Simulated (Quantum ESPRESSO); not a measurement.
**Magnetic state of MnPt3 from several starts**

A self-consistent run ends on one state, which hangs on the start. Several orders of MnPt3 are started in Quantum ESPRESSO and their energies compared.

Method: LDA; plane waves with GBRV 1.5 LDA potentials, no spin-orbit coupling, in Quantum ESPRESSO 7.5.

## (1) Starting point

It takes space group Pm-3m (No. 221, cubic). Conventional cell: a = 3.900 Å, b = 3.900 Å, c = 3.900 Å, α = 90.00°, β = 90.00°, γ = 90.00°. Nearest to Mn lie 12 Pt at 2.76 Å. Pt has 4 Mn at 2.76 Å and 8 Pt at 2.76 Å nearest. Farther neighbours are not listed.

Coordinates:

```cif
data_structure
_symmetry_space_group_name_H-M 'P 1'
_symmetry_Int_Tables_number 1
_cell_length_a 3.9000
_cell_length_b 3.9000
_cell_length_c 3.9000
_cell_angle_alpha 90.000
_cell_angle_beta 90.000
_cell_angle_gamma 90.000
_cell_volume 59.32
loop_
_atom_site_label
_atom_site_type_symbol
_atom_site_fract_x
_atom_site_fract_y
_atom_site_fract_z
_atom_site_occupancy
Mn1 Mn 0.00000 0.00000 0.00000 1
Pt2 Pt 0.00000 0.50000 0.50000 1
Pt3 Pt 0.50000 0.00000 0.50000 1
Pt4 Pt 0.50000 0.50000 0.00000 1
```

The cell comes from the Crystallography Open Database.

## (2) Run 1, typed as ferro +

The signs are those of the starting moments on the seeded atoms, the atoms that are given a moment.

pw.in reads:

```
&CONTROL
  calculation = 'scf'
  prefix = 'pwscf'
  outdir = './tmp'
  pseudo_dir = './pseudo'
  disk_io = 'nowf'
/
&SYSTEM
  ibrav = 0
  nat = 4
  ntyp = 2
  ecutwfc = 40
  ecutrho = 280
  nbnd = 43
  occupations = 'smearing'
  smearing = 'fd'
  degauss = 0.00734986
  nspin = 2
  starting_magnetization(1) = 0.2333
  starting_magnetization(2) = 0
/
&ELECTRONS
  conv_thr = 8d-09
  electron_maxstep = 150
  mixing_beta = 0.3
/
ATOMIC_SPECIES
Mn     54.9380 mn_lda_v1.5.uspp.F.UPF
Pt    195.0840 pt_lda_v1.4.uspp.F.UPF
CELL_PARAMETERS angstrom
   3.9000000000    0.0000000000    0.0000000000
   0.0000000000    3.9000000000    0.0000000000
   0.0000000000    0.0000000000    3.9000000000
ATOMIC_POSITIONS crystal
Mn      0.0000000000    0.0000000000    0.0000000000
Pt      0.0000000000    0.5000000000    0.5000000000
Pt      0.5000000000    0.0000000000    0.5000000000
Pt      0.5000000000    0.5000000000    0.0000000000
K_POINTS automatic
6 6 6 0 0 0
```

Launch:

```console
$ OMP_NUM_THREADS=1 mpirun -n 4 pw.x -nk 4 -in pw.in > pw.out
```

What it wrote:

```text
Program PWSCF v.7.5 starts

     Message from routine setup:
     using ibrav=0 with symmetry is DISCOURAGED, use correct ibrav instead

     K-points division:     npool     =       4
     Subspace diagonalization in iterative solution of the eigenvalue problem:

     G-vector sticks info
     --------------------
     sticks:   dense  smooth     PW     G-vecs:    dense   smooth      PW
     Sum        1201     681    221                31559    13613    2373

     Using Slab Decomposition

     bravais-lattice index     =            0
     lattice parameter (alat)  =       7.3699  a.u.
     unit-cell volume          =     400.3045 (a.u.)^3
     number of atoms/cell      =            4
     number of atomic types    =            2
     number of electrons       =        63.00
     number of Kohn-Sham states=           43
     kinetic-energy cutoff     =      40.0000  Ry
     charge density cutoff     =     280.0000  Ry
     scf convergence threshold =      8.0E-09
     mixing beta               =       0.3000
     number of iterations used =            8  plain     mixing
     Exchange-correlation=  SLA  PZ   NOGX NOGC
                           (   1   1   0   0   0   0   0)

     celldm(1)=   7.369932  celldm(2)=   0.000000  celldm(3)=   0.000000
     celldm(4)=   0.000000  celldm(5)=   0.000000  celldm(6)=   0.000000

     crystal axes: (cart. coord. in units of alat)
               a(1) = (   1.000000   0.000000   0.000000 )
               a(2) = (   0.000000   1.000000   0.000000 )
               a(3) = (   0.000000   0.000000   1.000000 )

     reciprocal axes: (cart. coord. in units 2 pi/alat)
               b(1) = (  1.000000  0.000000  0.000000 )
               b(2) = (  0.000000  1.000000  0.000000 )
               b(3) = (  0.000000  0.000000  1.000000 )

     PseudoPot. # 1 for Mn read from file:
     mn_lda_v1.5.uspp.F.UPF
     Pseudo is Ultrasoft + core correction, Zval = 15.0
     Generated by new atomic code, or converted to UPF format
     Using radial grid of  859 points,  6 beta functions with:
                l(1) =   0
                l(2) =   0
                l(3) =   1
                l(4) =   1
                l(5) =   2
                l(6) =   2
     Q(r) pseudized with  8 coefficients,  rinner =    0.950   0.950   0.950
                                                       0.950   0.950

     PseudoPot. # 2 for Pt read from file:
     pt_lda_v1.4.uspp.F.UPF
     Pseudo is Ultrasoft + core correction, Zval = 16.0
     Generated by new atomic code, or converted to UPF format
     Using radial grid of  985 points,  6 beta functions with:
                l(1) =   0
                l(2) =   0
                l(3) =   1
                l(4) =   1
                l(5) =   2
                l(6) =   2
     Q(r) pseudized with  8 coefficients,  rinner =    1.300   1.300   1.300
                                                       1.300   1.300

     atomic species   valence    mass     pseudopotential
     Mn               15.00    54.93800     Mn( 1.00)
     Pt               16.00   195.08400     Pt( 1.00)

     Starting magnetic structure
     atomic species   magnetization
     Mn              0.233
     Pt              0.000

     48 Sym. Ops., with inversion, found

   Cartesian axes

     site n.     atom                  positions (alat units)
         1        Mn     tau(   1) = (   0.0000000   0.0000000   0.0000000  )
         2        Pt     tau(   2) = (   0.0000000   0.5000000   0.5000000  )
         3        Pt     tau(   3) = (   0.5000000   0.0000000   0.5000000  )
         4        Pt     tau(   4) = (   0.5000000   0.5000000   0.0000000  )

     number of k points=    20  Fermi-Dirac smearing, width (Ry)=  0.0073
                       cart. coord. in units 2pi/alat
        k(    1) = (   0.0000000   0.0000000   0.0000000), wk =   0.0046296
        k(    2) = (   0.0000000   0.0000000   0.1666667), wk =   0.0277778
        k(    3) = (   0.0000000   0.0000000   0.3333333), wk =   0.0277778
        k(    4) = (   0.0000000   0.0000000  -0.5000000), wk =   0.0138889
        k(    5) = (   0.0000000   0.1666667   0.1666667), wk =   0.0555556
        [... 15 further k-points ...]

     Dense  grid:    31559 G-vectors     FFT dimensions: (  40,  40,  40)

     Smooth grid:    13613 G-vectors     FFT dimensions: (  30,  30,  30)

     Check: negative core charge=   -0.000018
     Generating pointlists ...
     new r_m :   0.2917 (alat units)  2.1497 (a.u.) for type    1
     new r_m :   0.2917 (alat units)  2.1497 (a.u.) for type    2

     Initial potential from superposition of free atoms

     starting charge      60.9999, renormalised to      63.0000

     negative rho (up, down):  2.669E-01 2.671E-01
     Starting wfcs are   49 randomized atomic wfcs

     Self-consistent Calculation

     iteration #  1     ecut=    40.00 Ry     beta= 0.30
     Davidson diagonalization with overlap
     ethr =  1.00E-02,  avg # of iterations =  3.0

     negative rho (up, down):  2.535E-01 2.523E-01

     total energy              =    -842.97755947 Ry
     estimated scf accuracy    <       4.60415393 Ry

     total magnetization       =     3.02 Bohr mag/cell
     absolute magnetization    =     3.08 Bohr mag/cell

     iteration #  2     ecut=    40.00 Ry     beta= 0.30
     Davidson diagonalization with overlap
     ethr =  7.31E-03,  avg # of iterations =  2.0

     negative rho (up, down):  2.530E-01 2.518E-01

     total energy              =    -842.63684640 Ry
     estimated scf accuracy    <       8.96328117 Ry

     total magnetization       =     1.58 Bohr mag/cell
     absolute magnetization    =     1.62 Bohr mag/cell

     iteration #  3     ecut=    40.00 Ry     beta= 0.30
     Davidson diagonalization with overlap
     ethr =  7.31E-03,  avg # of iterations =  2.0

     negative rho (up, down):  2.479E-01 2.455E-01

     total energy              =    -843.40034938 Ry
     estimated scf accuracy    <       2.88772705 Ry

     total magnetization       =     2.80 Bohr mag/cell
     absolute magnetization    =     2.91 Bohr mag/cell

     [... further iterations left out ...]

     iteration # 12     ecut=    40.00 Ry     beta= 0.30
     Davidson diagonalization with overlap
     ethr =  1.09E-09,  avg # of iterations =  2.2

     negative rho (up, down):  2.454E-01 2.407E-01

     total energy              =    -843.67508739 Ry
     estimated scf accuracy    <       0.00000003 Ry

     total magnetization       =     4.09 Bohr mag/cell
     absolute magnetization    =     4.24 Bohr mag/cell

     iteration # 13     ecut=    40.00 Ry     beta= 0.30
     Davidson diagonalization with overlap
     ethr =  5.22E-11,  avg # of iterations =  2.0

     negative rho (up, down):  2.454E-01 2.407E-01

     total energy              =    -843.67508740 Ry
     estimated scf accuracy    <       0.00000002 Ry

     total magnetization       =     4.09 Bohr mag/cell
     absolute magnetization    =     4.24 Bohr mag/cell

     iteration # 14     ecut=    40.00 Ry     beta= 0.30
     Davidson diagonalization with overlap
     ethr =  2.43E-11,  avg # of iterations =  1.3

     negative rho (up, down):  2.454E-01 2.407E-01

     total energy              =    -843.67508741 Ry
     estimated scf accuracy    <       0.00000001 Ry

     total magnetization       =     4.09 Bohr mag/cell
     absolute magnetization    =     4.24 Bohr mag/cell

     iteration # 15     ecut=    40.00 Ry     beta= 0.30
     Davidson diagonalization with overlap
     ethr =  1.78E-11,  avg # of iterations =  1.0

     negative rho (up, down):  2.454E-01 2.407E-01

     Magnetic moment per site  (integrated on atomic sphere of radius R)
     atom   1 (R=0.292)  charge= 13.6987  magn=  3.6362
     atom   2 (R=0.292)  charge= 14.0321  magn=  0.1337
     atom   3 (R=0.292)  charge= 14.0321  magn=  0.1337
     atom   4 (R=0.292)  charge= 14.0321  magn=  0.1337

     End of self-consistent calculation

     [... lines left out ...]
     the Fermi energy is    20.4648 ev

!    total energy              =    -843.67508741 Ry
     estimated scf accuracy    <          1.9E-09 Ry
     smearing contrib. (-TS)   =      -0.00906311 Ry
     internal energy E=F+TS    =    -843.66602430 Ry

     The total energy is F=E-TS. E is the sum of the following terms:
     one-electron contribution =    -158.88157778 Ry
     hartree contribution      =     129.40593471 Ry
     xc contribution           =    -196.67850387 Ry
     ewald contribution        =    -617.51187737 Ry

     total magnetization       =     4.09 Bohr mag/cell
     absolute magnetization    =     4.24 Bohr mag/cell

     convergence has been achieved in  15 iterations

=------------------------------------------------------------------------------=
   JOB DONE.
=------------------------------------------------------------------------------=
```

Elapsed: 29 s, on 4 MPI ranks of Arm Neoverse N1, shared host; peak memory 0.39 GiB; 1.9 min of CPU time.

Spin moment in the atom's sphere by atom:

```
atom  spin moment in the atom's sphere (μB)
 Mn1                                   3.64
 Pt2                                   0.13
 Pt3                                   0.13
 Pt4                                   0.13
```

Read from the output:

* smearing term TS: 0.1233 eV
* magnetization: 4.086 μB
* absolute magnetization: 4.241 μB
* final state: ferromagnetic

## (3) Run 2 (antiferro q=(0,1/2,1/2) +−)

The cell is doubled to 8 atoms to hold this order. The wavevector q is in fractions of the reciprocal vectors of the crystal's primitive cell, as the cells of these inputs are built from it; moments change sign between cells as cos(2π q·R).

pw.in reads:

```
&CONTROL
  calculation = 'scf'
  prefix = 'pwscf'
  outdir = './tmp'
  pseudo_dir = './pseudo'
  disk_io = 'nowf'
/
&SYSTEM
  ibrav = 0
  nat = 8
  ntyp = 3
  ecutwfc = 40
  ecutrho = 280
  nbnd = 78
  occupations = 'smearing'
  smearing = 'fd'
  degauss = 0.00734986
  nspin = 2
  starting_magnetization(1) = 0.2333
  starting_magnetization(2) = -0.2333
  starting_magnetization(3) = 0
/
&ELECTRONS
  conv_thr = 1.6d-08
  electron_maxstep = 150
  mixing_beta = 0.3
/
ATOMIC_SPECIES
Mn1    54.9380 mn_lda_v1.5.uspp.F.UPF
Mn2    54.9380 mn_lda_v1.5.uspp.F.UPF
Pt    195.0840 pt_lda_v1.4.uspp.F.UPF
CELL_PARAMETERS angstrom
   3.9000000000    0.0000000000    0.0000000000
   0.0000000000    7.8000000000    0.0000000000
   0.0000000000    3.9000000000    3.9000000000
ATOMIC_POSITIONS crystal
Mn1     0.0000000000    0.0000000000    0.0000000000
Mn2     0.0000000000    0.5000000000    0.0000000000
Pt      0.0000000000    0.0000000000    0.5000000000
Pt      0.0000000000    0.5000000000    0.5000000000
Pt      0.5000000000    0.7500000000    0.5000000000
Pt      0.5000000000    0.2500000000    0.5000000000
Pt      0.5000000000    0.2500000000    0.0000000000
Pt      0.5000000000    0.7500000000    0.0000000000
K_POINTS automatic
6 3 6 0 0 0
```

What it wrote:

```text
[banner, memory and clock lines left out]
Program PWSCF v.7.5 starts

     Message from routine setup:
     using ibrav=0 with symmetry is DISCOURAGED, use correct ibrav instead

     bravais-lattice index     =            0
     lattice parameter (alat)  =       7.3699  a.u.
     unit-cell volume          =     800.6089 (a.u.)^3
     number of atoms/cell      =            8
     number of atomic types    =            3
     number of electrons       =       126.00
     number of Kohn-Sham states=           78
     kinetic-energy cutoff     =      40.0000  Ry
     charge density cutoff     =     280.0000  Ry
     scf convergence threshold =      1.6E-08
     mixing beta               =       0.3000
     number of iterations used =            8  plain     mixing
     Exchange-correlation=  SLA  PZ   NOGX NOGC
                           (   1   1   0   0   0   0   0)

     celldm(1)=   7.369932  celldm(2)=   0.000000  celldm(3)=   0.000000
     celldm(4)=   0.000000  celldm(5)=   0.000000  celldm(6)=   0.000000

     crystal axes: (cart. coord. in units of alat)
               a(1) = (   1.000000   0.000000   0.000000 )
               a(2) = (   0.000000   2.000000   0.000000 )
               a(3) = (   0.000000   1.000000   1.000000 )

     reciprocal axes: (cart. coord. in units 2 pi/alat)
               b(1) = (  1.000000  0.000000  0.000000 )
               b(2) = (  0.000000  0.500000 -0.500000 )
               b(3) = (  0.000000  0.000000  1.000000 )

     PseudoPot. # 1 for Mn read from file:
     mn_lda_v1.5.uspp.F.UPF
     Pseudo is Ultrasoft + core correction, Zval = 15.0

     PseudoPot. # 2 for Mn read from file:
     mn_lda_v1.5.uspp.F.UPF
     Pseudo is Ultrasoft + core correction, Zval = 15.0

     PseudoPot. # 3 for Pt read from file:
     pt_lda_v1.4.uspp.F.UPF
     Pseudo is Ultrasoft + core correction, Zval = 16.0

     atomic species   valence    mass     pseudopotential
     Mn1              15.00    54.93800     Mn( 1.00)
     Mn2              15.00    54.93800     Mn( 1.00)
     Pt               16.00   195.08400     Pt( 1.00)

     Starting magnetic structure
     atomic species   magnetization
     Mn1             0.233
     Mn2            -0.233
     Pt              0.000

     16 Sym. Ops., with inversion, found

   Cartesian axes

     site n.     atom                  positions (alat units)
         1        Mn1    tau(   1) = (   0.0000000   0.0000000   0.0000000  )
         2        Mn2    tau(   2) = (   0.0000000   1.0000000   0.0000000  )
         3        Pt     tau(   3) = (   0.0000000   0.5000000   0.5000000  )
         4        Pt     tau(   4) = (   0.0000000   1.5000000   0.5000000  )
         5        Pt     tau(   5) = (   0.5000000   2.0000000   0.5000000  )
         6        Pt     tau(   6) = (   0.5000000   1.0000000   0.5000000  )
         7        Pt     tau(   7) = (   0.5000000   0.5000000   0.0000000  )
         8        Pt     tau(   8) = (   0.5000000   1.5000000   0.0000000  )

     number of k points=    24  Fermi-Dirac smearing, width (Ry)=  0.0073
                       cart. coord. in units 2pi/alat
        k(    1) = (   0.0000000   0.0000000   0.0000000), wk =   0.0092593
        k(    2) = (   0.0000000   0.0000000   0.1666667), wk =   0.0370370
        k(    3) = (   0.0000000   0.0000000   0.3333333), wk =   0.0370370
        k(    4) = (   0.0000000   0.0000000  -0.5000000), wk =   0.0092593
        k(    5) = (   0.0000000   0.1666667  -0.1666667), wk =   0.0370370
        [... 19 further k-points ...]

     Dense  grid:    63215 G-vectors     FFT dimensions: (  40,  80,  60)

     Smooth grid:    27285 G-vectors     FFT dimensions: (  30,  60,  45)

     Check: negative core charge=   -0.000018
     Generating pointlists ...
     new r_m :   0.2917 (alat units)  2.1497 (a.u.) for type    1
     new r_m :   0.2917 (alat units)  2.1497 (a.u.) for type    2
     new r_m :   0.2917 (alat units)  2.1497 (a.u.) for type    3

     Initial potential from superposition of free atoms

     starting charge     121.9998, renormalised to     126.0000

     negative rho (up, down):  5.508E-01 5.508E-01
     Starting wfcs are   98 randomized atomic wfcs

     Self-consistent Calculation

     iteration #  1     ecut=    40.00 Ry     beta= 0.30
     Davidson diagonalization with overlap
     ethr =  1.00E-02,  avg # of iterations =  2.0

     negative rho (up, down):  5.226E-01 5.226E-01

     total energy              =   -1686.06570859 Ry
     estimated scf accuracy    <       9.03662053 Ry

     total magnetization       =     0.00 Bohr mag/cell
     absolute magnetization    =     5.56 Bohr mag/cell

     iteration #  2     ecut=    40.00 Ry     beta= 0.30
     Davidson diagonalization with overlap
     ethr =  7.17E-03,  avg # of iterations =  2.0

     negative rho (up, down):  5.215E-01 5.215E-01

     total energy              =   -1685.29996308 Ry
     estimated scf accuracy    <      17.29794963 Ry

     total magnetization       =     0.00 Bohr mag/cell
     absolute magnetization    =     2.80 Bohr mag/cell

     [... further iterations left out ...]

     iteration # 14     ecut=    40.00 Ry     beta= 0.30
     Davidson diagonalization with overlap
     ethr =  1.09E-10,  avg # of iterations =  2.7

     negative rho (up, down):  5.031E-01 5.031E-01

     total energy              =   -1687.34788216 Ry
     estimated scf accuracy    <       0.00000004 Ry

     total magnetization       =     0.00 Bohr mag/cell
     absolute magnetization    =     7.76 Bohr mag/cell

     iteration # 15     ecut=    40.00 Ry     beta= 0.30
     Davidson diagonalization with overlap
     ethr =  3.54E-11,  avg # of iterations =  1.9

     negative rho (up, down):  5.031E-01 5.031E-01

     Magnetic moment per site  (integrated on atomic sphere of radius R)
     atom   1 (R=0.292)  charge= 13.7045  magn=  3.5862
     atom   2 (R=0.292)  charge= 13.7045  magn= -3.5862
     atom   3 (R=0.292)  charge= 14.0287  magn=  0.0000
     atom   4 (R=0.292)  charge= 14.0287  magn=  0.0000
     atom   5 (R=0.292)  charge= 14.0315  magn=  0.0000
     atom   6 (R=0.292)  charge= 14.0315  magn=  0.0000
     atom   7 (R=0.292)  charge= 14.0315  magn=  0.0000
     atom   8 (R=0.292)  charge= 14.0315  magn=  0.0000

     End of self-consistent calculation

     [... lines left out ...]
     the Fermi energy is    20.4539 ev

!    total energy              =   -1687.34788216 Ry
     estimated scf accuracy    <          6.8E-09 Ry
     smearing contrib. (-TS)   =      -0.02020783 Ry
     internal energy E=F+TS    =   -1687.32767434 Ry

     The total energy is F=E-TS. E is the sum of the following terms:
     one-electron contribution =    -317.74042817 Ry
     hartree contribution      =     258.76781564 Ry
     xc contribution           =    -393.33130707 Ry
     ewald contribution        =   -1235.02375474 Ry

     total magnetization       =     0.00 Bohr mag/cell
     absolute magnetization    =     7.76 Bohr mag/cell

     convergence has been achieved in  15 iterations
```

Run time: 3.2 min. Hardware: 4 MPI ranks; peak memory 0.75 GiB.

Spin moment in the atom's sphere by atom:

```
atom  spin moment in the atom's sphere (μB)
 Mn1                                   3.59
 Mn2                                  -3.59
 Pt3                                   0.00
 Pt4                                   0.00
 Pt5                                   0.00
 Pt6                                   0.00
 Pt7                                   0.00
 Pt8                                   0.00
```

Numbers from this step:

- smearing term TS: 0.2749 eV
- magnetization: 0 μB
- absolute magnetization: 7.76 μB
- final state: antiferromagnetic

[end of part 1 of 2]

[Logs and program files are shortened in this print: banners, set-up blocks, solver, clock and traceback lines can be left out without a mark of their own.]

[Logs are printed without paths, hosts, clocks, repeated set-up lines and the standing remarks that a program may print on its own settings, such as how far it seeks lower states.]

[Hosts, paths, dates, database ids (printed as entryN), source tags and the programs' standing remarks are cut or masked in the printed files.]

[Where a cell is said to come from a database of computed structures, the database is the Materials Project.]
